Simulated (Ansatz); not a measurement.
## LaCuSeO (P4/nmm): the HSE06 gap against the k mesh of the hybrid

How far can the k mesh of the hybrid be lowered for the gap of LaCuSeO (P4/nmm)?

Calculated with Ansatz 0.2.0; DFT, HSE06, plane waves, PAW; PAW set soft_1.

## (1) The system as given

Symmetry: P4/nmm, No. 129, tetragonal system. The conventional cell has a = 4.067 Å, b = 4.067 Å, c = 8.797 Å, α = 90.00°, β = 90.00°, γ = 90.00°. Nearest to La lie 4 O at 2.38 Å and 4 Se at 3.33 Å. Cu has 4 Se at 2.52 Å nearest. Nearest to Se lie 4 Cu at 2.52 Å and 4 La at 3.33 Å. Nearest to O lie 4 La at 2.38 Å. Farther neighbours, and contacts between anions beyond the nearest, are not listed.

Coordinates:

```cif
data_structure
_symmetry_space_group_name_H-M 'P 1'
_symmetry_Int_Tables_number 1
_cell_length_a 4.0671
_cell_length_b 4.0671
_cell_length_c 8.7975
_cell_angle_alpha 90.000
_cell_angle_beta 90.000
_cell_angle_gamma 90.000
_cell_volume 145.52
loop_
_atom_site_label
_atom_site_type_symbol
_atom_site_fract_x
_atom_site_fract_y
_atom_site_fract_z
_atom_site_occupancy
La1 La 0.50000 0.00000 0.13980 1
La2 La 0.00000 0.50000 0.86020 1
Cu3 Cu 0.50000 0.50000 0.50000 1
Cu4 Cu 0.00000 0.00000 0.50000 1
Se5 Se 0.50000 0.00000 0.66980 1
Se6 Se 0.00000 0.50000 0.33020 1
O7 O 0.50000 0.50000 0.00000 1
O8 O 0.00000 0.00000 0.00000 1
```

The cell and positions come from the Crystallography Open Database and are kept as given unless a step says otherwise.

## (2) k mesh of the hybrid: 2×2×2

Contents of input.yaml:

```yaml
crystal:
  lattice:
    - [4.06712, 0.0, 0.0]
    - [0.0, 4.06712, 0.0]
    - [0.0, 0.0, 8.7975]
  atoms:
    - { symbol: La, position: [0.5, 0.0, 0.1398] }
    - { symbol: La, position: [0.0, 0.5, 0.8602] }
    - { symbol: Cu, position: [0.5, 0.5, 0.5] }
    - { symbol: Cu, position: [0.0, 0.0, 0.5] }
    - { symbol: Se, position: [0.5, 0.0, 0.6698] }
    - { symbol: Se, position: [0.0, 0.5, 0.3302] }
    - { symbol: O, position: [0.5, 0.5, 0.0] }
    - { symbol: O, position: [0.0, 0.0, 0.0] }
kpoints:
  mp_grid: { grid: [2, 2, 2] }
  band_path:
    path:
      - [0.0, 0.0, 0.0]
      - [0.0, 0.5, 0.0]
      - [0.5, 0.5, 0.0]
      - [0.0, 0.0, 0.5]
      - [0.0, 0.5, 0.5]
      - [0.5, 0.5, 0.5]
    npoints: 1
hamiltonian:
  xc: hse06
  pseudopotentials: { kind: paw, azcp: { folder: soft_1 } }
scf:
  occupations: { method: fixed }
  n_extra_bands: 6
output:
  eigenvalues: true
```

Command:

```bash
$ ansatz run input.yaml --threads 3 --pin off --max-ram 92160MiB --backend cuda --events-out ev --progress --plain --runs-dir out --devices 1 --max-vram 13GiB
```

Standard output:

```text
scf.n_extra_bands = 6 over 52 filled bands (N_el = 104.0): the run solves 58 bands
exact exchange: scf.exx.singularity resolves to wigner_seitz, which cuts the screened interaction at the faces of the exchange supercell's Wigner-Seitz cell, so that each pair interacts once, at the shortest of its separations (the periodic images that this leaves out come, for a point-like exchange hole, to about 0.031 eV on a filled level). The cut falls within the interaction's reach, and what an exchange supercel [...]
GPUs: using 1 of 1 available (devices: 1).
Engine: ansatz 0.2.0, x86_64-unknown-linux-gnu
Pseudopotentials: kind: paw
Pseudopotential: La, paw, valence charge 11, recommended cutoff 420 eV (normal), soft_1/La.paw.azcp
Pseudopotential: Cu, paw, valence charge 19, recommended cutoff 420 eV (normal), soft_1/Cu.paw.azcp
Pseudopotential: Se, paw, valence charge 16, recommended cutoff 420 eV (normal), soft_1/Se.paw.azcp
Pseudopotential: O, paw, valence charge 6, recommended cutoff 420 eV (normal), soft_1/O.paw.azcp
Functional definition: HSE06
  parameter a = 0.25
  parameter omega = 0.11/bohr
  exchange = pbe_x - a*pbe_x_sr(omega) + a*exact_x_sr(omega)
  correlation = pbe_c
davidson cushion auto → on  (no smearing: the cushion is to keep the highest requested band from converging to the state above it; pin scf.eigensolver.cushion to override)
device memory: the entry about to start is reckoned to put 2.3 GiB on a device that reports 52.4 GiB free (of which the cap on the GPU budget leaves the run 13.0 GiB)
GPU FFT provider: cuFFT
GPU libraries: cuBLAS 13.8.2, cuFFT 12.4.0, cuSOLVER 12.3.4
Crystal: 8 atoms, lattice volume = 145.524 Å³
Basis set: ecut = 420 eV, 2837 PW (Γ)
Bands: 58, of which v1, the nominal top of the filled ones, is band 52 counted from 1 (51 counted from 0)
Symmetry: 16 space group operations
Space group: P4/nmm (ITA 129), of the structure as read, at distance tolerance 5.3e-5 Å
k-points: 6 of 8
Non-local potential: La, projectors of the file, l = 0: 3, l = 1: 2, l = 2: 2, l = 3: 3
Non-local potential: Cu, projectors of the file, l = 0: 3, l = 1: 2, l = 2: 3, l = 3: 1
Non-local potential: Se, projectors of the file, l = 0: 2, l = 1: 2, l = 2: 3, l = 3: 1
Non-local potential: O, projectors of the file, l = 0: 2, l = 1: 2, l = 2: 1
PAW form: soft (Blöchl's): semilocal exchange-correlation on the pseudo side does not see the compensation charge
PAW frozen core: La, regenerated for the run's functional, and the local potential with it (the file was generated under x = pbe(κ = 0.804, μ = 0.219515), c = pbe(β = 0.066725))
PAW frozen core: Cu, regenerated for the run's functional, and the local potential with it (the file was generated under x = pbe(κ = 0.804, μ = 0.219515), c = pbe(β = 0.066725))
PAW frozen core: Se, regenerated for the run's functional, and the local potential with it (the file was generated under x = pbe(κ = 0.804, μ = 0.219515), c = pbe(β = 0.066725))
PAW frozen core: O, regenerated for the run's functional, and the local potential with it (the file was generated under x = pbe(κ = 0.804, μ = 0.219515), c = pbe(β = 0.066725))
PAW one-centre angular grid: La, 590 points (default); XC on 64 Gauss nodes
PAW one-centre angular grid: Cu, 590 points (default); XC on 64 Gauss nodes
PAW one-centre angular grid: Se, 590 points (default); XC on 64 Gauss nodes
PAW one-centre angular grid: O, 110 points (default); XC on 96 Gauss nodes
Initial density: superposition of atomic densities (chi_scale 0.1, normalization cell, long waves kept (reshape's long-wave potential 0.39 eV rms))
Initial wavefunctions: pseudopotential atomic-orbital guess
GPU buffer pool allocated for 54000 grid points (all kernels)
GPU transforms: local potential and band sums: pruned to the plane-wave sphere, on 27×27×60
[...]
SCF iter   7: F=—  HF=-37844.987423 eV  |F-HF|=—  |Δ(HF+E_count)|=   1.79e-3  Δρ=4.92e-4  dr2=4.24e-4  ethr=4.13e-7  ⟨swp⟩=6.8  Hψ=1197  notcnv=0  defer=2
SCF iter   8: F=-37844.987297 eV  HF=-37844.987313 eV  |F-HF|=1.54e-5  |Δ(HF+E_count)|=   1.10e-4  Δρ=1.02e-4  dr2=2.65e-5  ethr=3.96e-7  ⟨swp⟩=5.5  Hψ=949  notcnv=0  defer=4
SCF 2 stopped early in 8 iterations: F = -37844.987297 eV  dr2 = 2.65e-5
  greatest PAW one-centre occupation: 1.000 electrons in one spin orbital (limit 2), on the Cu atom at site 3 (counted from 0), in its partial waves of l = 0
hybrid outer 1: dexx = +7.743e-2 eV, tail = 6.20e-4 eV
GPU FFT provider: cuFFT
GPU libraries: cuBLAS 13.8.2, cuFFT 12.4.0, cuSOLVER 12.3.4
GPU buffer pool allocated for 54000 grid points (all kernels)
GPU transforms: local potential and band sums: pruned to the plane-wave sphere, on 27×27×60
Exchange kernel: α = 0.2500, screened, ω = 0.2079 Å⁻¹, Wigner–Seitz truncation, v(0) = 859.7140 eV·Å³, q-mesh 2×2×2, nearest image of the exchange supercell L = 8.13 Å, pair-density grid 20×20×45, without the augmentation charges, whose exchange is taken in its separable form by FFT convolution over the k-point mesh (sized by the pseudopotential files, 30×30×60 at the most), smooth part of the exact exchange by density-matrix convolution in up to 1.55 GiB of GPU memory as planned if the GPU has room (build and FFT work areas not counted)
Frozen-core exchange: fock
SCF iter   1: F=—  HF=-37844.983545 eV  |F-HF|=—  |Δ(HF+E_count)|=         —  Δρ=1.19e-4  dr2=3.28e-5  ethr=2.98e-6  ⟨swp⟩=7.2  Hψ=916  notcnv=0
preconditioner: auto → none  [insulator: Δε(μ)=2.830 eV  Ē_g=11.606 eV  n_scr=38 (ndim 8)  ℏωp=24.6 eV  f_vac=0.003]
iter 2 solved again at ethr=1.91e-9 eV; its pass at ethr=2.43e-8 eV (dr2=1.99e-6 eV) is discarded
SCF iter   2: F=—  HF=-37844.983548 eV  |F-HF|=—  |Δ(HF+E_count)|=   2.28e-6  Δρ=3.92e-5  dr2=3.20e-6  ethr=1.91e-9  ⟨swp⟩=3.0  Hψ=2041  notcnv=0
SCF iter   3: F=—  HF=-37844.983556 eV  |F-HF|=—  |Δ(HF+E_count)|=   7.90e-6  Δρ=3.48e-5  dr2=1.51e-6  ethr=1.91e-9  ⟨swp⟩=7.2  Hψ=1162  notcnv=0  defer=18
SCF iter   4: F=-37844.983555 eV  HF=-37844.983555 eV  |F-HF|=3.07e-8  |Δ(HF+E_count)|=   3.09e-7  Δρ=4.33e-6  dr2=5.56e-8  ethr=1.36e-9  ⟨swp⟩=4.0  Hψ=927  notcnv=0  defer=2
SCF 3 converged in 4 iterations: F = -37844.983555 eV  dr2 = 5.56e-8
hybrid outer 2: dexx = +8.474e-6 eV, tail = 3.64e-7 eV, Δε = 1.30e-2 eV (about 4.91e-4 eV left of the loop's levels)
the search or the solves at the SCF's close seem to have found levels that the self-consistency loop had missed (the run counts 5). By its estimate they hold under 1e-12 electrons; where the run keeps them, the occupations were computed again with them
device memory: the entry about to start is reckoned to put 0.9 GiB on a device that reports 64.3 GiB free (of which the cap on the GPU budget leaves the run 13.0 GiB)
NSCF: frozen V_eff on 6 k-points
hybrid SCF converged: 2 outer / 12 inner (+9 warm-up), last move |dexx| = 8.47e-6 eV, tail = 3.64e-7 eV
Stability not checked: this state was not tested for a lower state beside it, because the functional holds exact exchange (a hybrid, or Hartree-Fock), whose exchange loop this test does not read (fock_operator; see scf.lower_state_search)
Free energy (F): -37844.983555 eV
Frozen-core exchange: fock
Harris-Foulkes:  -37844.983555 eV  (|F-HF|=3.07e-8)
Internal energy: -37844.983555 eV  (E = F + TS)
E sigma→0 (E₀):  -37844.983555 eV
Fermi energy:    10.973464 eV
--- Per-component energies (eV) ---
  E_band       = -1832.209621
  E_kinetic    = 1456.737597
  E_local      = -20649.667283  (includes V_loc(G=0)·N_el)
  E_nonlocal   = 1385.589485
  E_hartree    = 9624.841026
  E_xc         = -596.196004
  E_vxc        = -667.433745  (∫ρ·V_xc dr)
  E_exx        = -439.024964  (= α·E_x^exact, valence–valence)
  E_paw        = -18787.180921  (= ΣΔE_a)
  E_vpaw       = -1729.043928  (= ΣTr[D̂ρ^β])
  E_aug_tail   = 0.002568  (compensation charges beyond the density's cutoff)
  E_ewald      = -9837.101271
  E_core_change = -2.983789  (= ΣΔE_core)
  E_smearing   = -0.000000  (= −TS)
  E_closure    = -0.000000  (closes the sum)
  Σ components = -37844.983555   (vs F -37844.983555, Δ=0.00e0)
--- Band table (eV; the first three rows and the last of 6) ---
  k-point 0: bands = [... 48 lower, 9.0087, 10.6297, 10.9735, 10.9735, 13.8045, 13.8587, 14.0782, 14.8885, ... 2 higher]
  k-point 1: bands = [... 48 lower, 9.1432, 10.0439, 10.8479, 10.8479, 13.9731, 14.1915, 14.3617, 14.5541, ... 2 higher]
  k-point 2: bands = [... 48 lower, 9.9572, 9.9572, 10.1428, 10.1428, 14.3548, 14.3548, 14.9167, 14.9167, ... 2 higher]
  k-point 5: bands = [... 48 lower, 8.4806, 8.4806, 9.1773, 9.1773, 14.7194, 14.7194, 15.4576, 15.4576, ... 2 higher]
```

It took 36 s on 1 × NVIDIA H100 80GB HBM3 (shared by 6 runs) with 3 threads of AMD EPYC 7R13 (Zen 3), shared host; peak memory 1.3 GiB; 27 s of CPU time.

Read from the output:

| Property | Result |
| --- | --- |
| gap | 2.831 eV |
| valence top at | Γ |
| conduction bottom at | Γ |
| least direct gap | 2.831 eV |
| exact-exchange fraction | 0.25 |

The gap is direct, at Γ.

## (3) k mesh of the hybrid: 4×4×2

Changes to input.yaml since step 2:

```diff
@@ -15,3 +15,3 @@
 kpoints:
-  mp_grid: { grid: [2, 2, 2] }
+  mp_grid: { grid: [4, 4, 2] }
   band_path:
```

Standard output:

```text
[...]
GPUs: using 1 of 1 available (devices: 1).
[...]
GPU FFT provider: cuFFT
GPU libraries: cuBLAS 13.8.2, cuFFT 12.4.0, cuSOLVER 12.3.4
Crystal: 8 atoms, lattice volume = 145.524 Å³
Basis set: ecut = 420 eV, 2837 PW (Γ)
Bands: 58, of which v1, the nominal top of the filled ones, is band 52 counted from 1 (51 counted from 0)
[... 1 set-up line as in the run before ...]
[...]
k-points: 12 of 32
[...]
Fermi energy:    11.017252 eV
[...]
--- Band table (eV; the first three rows and the last of 12) ---
  k-point 0: bands = [... 48 lower, 9.0922, 10.5866, 11.0173, 11.0173, 13.7522, 13.7938, 14.0482, 14.8187, ... 2 higher]
  k-point 1: bands = [... 48 lower, 9.2074, 10.0176, 10.8960, 10.8960, 13.9014, 14.1661, 14.3070, 14.4921, ... 2 higher]
  k-point 2: bands = [... 48 lower, 9.6168, 10.0615, 10.3072, 10.7787, 14.3374, 14.3591, 15.3840, 15.4638, ... 2 higher]
  k-point 11: bands = [... 48 lower, 8.5261, 8.5261, 9.2424, 9.2424, 14.7352, 14.7352, 15.4593, 15.4593, ... 2 higher]
[key lines of the parts left out:]
Free energy (F): -37845.689147 eV
```

Wall time 45 s (1 × NVIDIA H100 80GB HBM3 (shared by 6 runs) with 3 threads); peak memory 1.4 GiB.

Numbers from this step:

```yaml
gap: 2.735 eV
valence_top_at: Γ
conduction_bottom_at: Γ
least_direct_gap: 2.735 eV
```

The gap is 2.735 eV, −0.096 eV from the run before at this level.

## (4) The series

Differences are against the last row; a negative gap means that bands overlap, and a run with a band path holds that path's time. Times are wall times on 1 × NVIDIA H100 80GB HBM3 (shared by 6 runs) with 3 threads of AMD EPYC 7R13 (Zen 3), shared host, good to a factor of about two.

```tsv
k mesh of the hybrid	gap (eV)	direct gap (eV)	gap error (eV)	energy error (meV/atom)	irreducible k	time
2×2×2	2.831	2.831	+0.096	+88.2	6	36 s
4×4×2	2.735	2.735	+0.000	+0.0	12	45 s
```

## (5) What came out

```json
{"2×2×2": "2.831 eV", "4×4×2": "2.735 eV"}
```

**Reading.** The gap holds to 0.02 eV from 4×4×2 on, the last run itself, so the series does not show convergence. At 2×2×2 the gap is off by +0.096 eV and the energy by +88 meV/atom. The gap is read over the mesh and added points near the edges, so meshes differ mainly through the density and, for a hybrid, the exchange operator. The runs have no spin polarisation. For a closed low-spin shell that is the natural state; where a d or f shell is open it is a constraint, and the gap is then not the crystal's own.

[Long decimals in the printed logs are rounded to 6 places.]

[Logs are printed without paths, hosts, clocks, repeated set-up lines and the standing remarks that a program may print on its own settings, such as how far it seeks lower states.]

[Paths, hosts, dates, memory and timing lines, banners, echoed tables and standing remarks are left out of the program output; an Ansatz launch command may be rebuilt from the run's recorded settings. Measured values are a selection of at most five: reports struck by readers or far from the other reports are left out. None is set beside runs whose start may be inverted or whose files or cutoffs have a known fault.]

[Runs of the session that timed out or met a known fault of the program may be left out.]

[Cells called generated may have been cut or substituted from an entry of the Crystallography Open Database or the Materials Project.]

[Hosts, paths, dates, database ids (printed as entryN), source tags and the programs' standing remarks are cut or masked in the printed files.]

[Where the starting crystal was built by hand or by swapping elements, it need not be the compound's stable phase.]
